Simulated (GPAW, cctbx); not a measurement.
## How far are the atoms of Ga4AsN3 from free atoms?

Question: by how much does bonding change the structure factors of Ga4AsN3?

The cell is our own: ordered zincblende alloy in the eight-atom cube, 3 of 4 As sites given to N. All numbers below are calculated.

## 1. Find the equilibrium geometry

The density hangs on the geometry, so cell and atoms are relaxed first, with the symmetry held. The cutoff is set higher than for the density because stress converges slowly with plane waves.

Settings: GPAW 26.7.0, PBE, 900 eV, 4×4×4 k-points, Fermi–Dirac width 0.02 eV, BFGS to 0.02 eV/Å.

```text
cell
1.0
     4.850000000    0.000000000    0.000000000
     0.000000000    4.850000000    0.000000000
     0.000000000    0.000000000    4.850000000
N Ga As
3 4 1
Direct
0.000000000 0.000000000 0.500000000
0.000000000 0.500000000 0.000000000
0.500000000 0.000000000 0.000000000
0.250000000 0.250000000 0.750000000
0.250000000 0.750000000 0.250000000
0.750000000 0.250000000 0.250000000
0.750000000 0.750000000 0.750000000
0.500000000 0.500000000 0.500000000
```

```console
$ OMP_NUM_THREADS=1 mpirun -n 4 gpaw python run.py > gpaw.log
```

```text
BFGS:    0      -40.022505        6.845353
BFGS:    1      -41.956168        3.014500
BFGS:    2      -42.516004        0.569426
BFGS:    3      -42.541508        0.202397
...
BFGS:    6      -42.554358        0.116348
BFGS:    7      -42.555695        0.038533
BFGS:    8      -42.555793        0.003724
cell  4.8967 4.8967 4.8967  90.00 90.00 90.00
volume 117.409 A^3, largest force 0.002 eV/A, largest stress 0.03 GPa
```

After 8 steps the volume has changed by +2.9 % and the energy by -2.533 eV; the largest stress left is 0.03 GPa. It took 81 s on 4 cores of Arm Neoverse V2 (shared host), peak memory 1.1 GiB.

Relaxed structure: P-43m (no. 215), a = 4.8967 Å, b = 4.8967 Å, c = 4.8967 Å, α = 90.00°, β = 90.00°, γ = 90.00°.

| atom | mult. | x | y | z |
| --- | --- | --- | --- | --- |
| As1 | 1 | 1/2 | 1/2 | 1/2 |
| Ga1 | 4 | 0.2271 | 0.2271 | 0.7729 |
| N1 | 3 | 0 | 0 | 1/2 |

## 2. Density and charge transfer

X-rays see the whole electron density, so the PAW density is rebuilt with its core regions. Subtracting spherical free atoms from the same code cancels the cores and leaves the deformation density Δρ, the part due to bonding.

Settings: PBE, 600 eV, 5×5×5 k-points, Fermi–Dirac width 0.02 eV; primitive cell of 8 atoms.

```console
$ OMP_NUM_THREADS=1 mpirun -n 4 gpaw python run.py > gpaw.log
```

```text
|iter:   1|       0s |  -47.184890 | -0.41 |       |
|iter:   2|       0s |  -45.602343 | -1.68 | -0.62 |
|iter:   3|       1s |  -42.058208 | -0.44 | -0.68 |
...
|iter:   7|       2s |  -42.047482c| -5.46 | -2.86 |
|iter:   8|       3s |  -42.047483c| -6.39 | -3.58 |
|iter:   9|       3s |  -42.047483c| -7.93c| -4.24c|
```

```text
grid (56, 56, 56)  electrons 178.000  moved by bonding 2.170 e
deformation density beyond 0.5 A of the nuclei: max 0.200, min -0.086 e/A^3
atom        x       y       z   Voronoi charge  moment
As1    0.5000  0.5000  0.5000     -0.191       0.00
Ga2    0.2271  0.2271  0.7729      0.357       0.00
Ga3    0.2271  0.7729  0.2271      0.357       0.00
Ga4    0.7729  0.2271  0.2271      0.357       0.00
Ga5    0.7729  0.7729  0.7729      0.357       0.00
N 6    0.0000  0.0000  0.5000     -0.413       0.00
N 7    0.0000  0.5000  0.0000     -0.413       0.00
N 8    0.5000  0.0000  0.0000     -0.413       0.00
mean inner potential of superposed free atoms 17.416 V
total magnetic moment 0.000 muB
```

Deformation density in a plane through the shortest contact of the Ga atom at the origin, in 0.01 e/Å³ (clipped at ±99); x from -1.6 to 3.7 Å, y from 2.4 down to -2.4 Å:

```text
  9   5   6  14   9   2  -1  -2  -2  -2  -2  -1  -1  -2  -2  -2
 17   .   .   .   5   3  -1  -2  -2  -2  -2  -2  -2  -2  -2  -2
 15  17   .   .   7   3  -1  -2  -2  -2  -2  -2  -2  -3  -3  -3
  6   9  14  18  12   1  -3  -3  -2  -1   0   1   0  -2  -3  -3
  0   3   6   5  -2  -6  -7  -3   1   4   5   9   7   2  -2  -2
 -2  -3  -4  -7   .   .  -8  -1  10   8   .   .   9   4   0  -2
 -3  -5  -7  -3   .   .  -4   0  16  17   .   .   3   4   0  -2
 -3  -3  -5  -7   .   .  -7  -1  11  13   .   .  11   5   0  -2
 -2  -1  -1  -3  -6  -7  -7  -3   2   7  12  17  12   2  -3  -4
 -2  -1   0  -1  -2  -4  -4  -3  -1   0   2   1  -4  -7  -8  -4
 -2  -1  -1  -1  -2  -2  -3  -3  -2  -3  -4  -7  -5   .  -5  -3
 -2  -2  -2  -2  -2  -2  -2  -2  -2  -2  -3  -5  -3   .  -5  -3
 -2  -2  -3  -3  -3  -3  -3  -2  -1  -1   1   0  -4  -6  -7  -3
```

Atoms in or within 0.15 Å of the plane: Ga (0.0, 0.0), N (2.1, 0.0), N (-0.8, 1.9) Å. Dots mark points within about 0.45 Å of a nucleus; large values next to them are atomic features.

N gains most (-0.41 e) and Ga loses most (+0.36 e), as electronegativity suggests. Such charges fall far short of formal ones, since overlapping free atoms already put density on their neighbours. Along the shortest contact from the Ga atom at the map's origin, Ga–N at 2.06 Å, Δρ is +0.09 e/Å³ at the midpoint and highest, +0.18, 1.34 Å from Ga (points within 0.5 Å of a nucleus left out): the build-up leans to one atom, as in a polar bond or on the flank of an anion. At the midpoints of other shortest contacts it is +0.14 (As–Ga, 2.31 Å) and +0.01 (Ga–Ga, 3.15 Å) e/Å³. Point values carry grid noise of about 0.01 e/Å³. The run needed 9 iterations, 8.3 s.

## 3. From the density to structure factors

The Fourier components of Δρ, added to those of the free atoms, give the static X-ray structure factors; the Mott–Bethe relation turns them into the Fourier components V of the potential that fast electrons feel.

```text
static structure factors of the conventional cell: F in electrons, V (Mott-Bethe) in volts
   h  k  l      d  |F| table  |F| free   |F| DFT   change   |V| free  |V| DFT  change %
   0  1  0  4.8967     7.821     7.841     7.923    0.082     0.340    0.263    -22.6
   0  1  1  3.4625    25.288    25.340    25.141   -0.198     1.504    1.597      6.2
   1  1  1  2.8271   108.229   108.219   108.682    0.462     7.359    7.175     -2.5
   0  2  0  2.4484    55.496    55.414    54.530   -0.884     2.218    2.425      9.3
   0  2  1  2.1899    34.208    34.178    33.902   -0.276     1.663    1.715      3.1
   1  2  1  1.9991    31.887    31.801    31.571   -0.230     1.565    1.599      2.2
   0  2  2  1.7312   113.552   113.105   113.158    0.053     6.422    6.416     -0.1
   1  2  2  1.6322    10.614    10.592    10.619    0.027     0.361    0.353     -2.2
   0  3  0  1.6322    55.032    54.793    54.772   -0.020     2.405    2.408      0.1
   0  3  1  1.5485    14.045    14.009    13.911   -0.097     0.425    0.434      2.1
   1  3  1  1.4764    78.222    77.877    77.771   -0.106     3.893    3.904      0.3
   2  2  2  1.4136    40.345    40.066    40.377    0.311     1.194    1.172     -1.9
   0  3  2  1.3581    12.896    12.822    12.850    0.029     0.789    0.787     -0.3
   1  3  2  1.3087    29.261    29.149    29.225    0.076     1.121    1.116     -0.5
```

The largest X-ray change is -0.88 e on 020, 1.6 % of |F|. For electrons V goes as (Z − F)/g², so a change of F counts against Z − F, which is small at low angle and wherever the atoms' terms cancel: |V| of 010 moves by -22.6 % (0.34 to 0.26 V) against +1.0 % in |F|. The last three rows still change by up to 0.31 e; the table stops while the angles are still low. The tabulated Hartree–Fock atoms differ from the free DFT atoms by up to 0.45 e, so the choice of reference atom matters too.

## 4. Answer

Bonding moves 2.17 e in the primitive cell of Ga4AsN3 and changes the structure factors of the conventional cell in the table above by at most 0.88 e (020, 1.6 %). The shortest bond, Ga–N, has Δρ = +0.09 e/Å³ at its midpoint, on a slope that rises towards one atom. Limits: static density, frozen cores, no spin–orbit coupling.

[Outputs are excerpts: Python notices, other lines and further rows are left out; steps that failed or that the build refused (PBEsol, TPSS) are not shown.]

[Logs are printed without paths, hosts, clocks, repeated set-up lines and the standing remarks that a program may print on its own settings, such as how far it seeks lower states.]
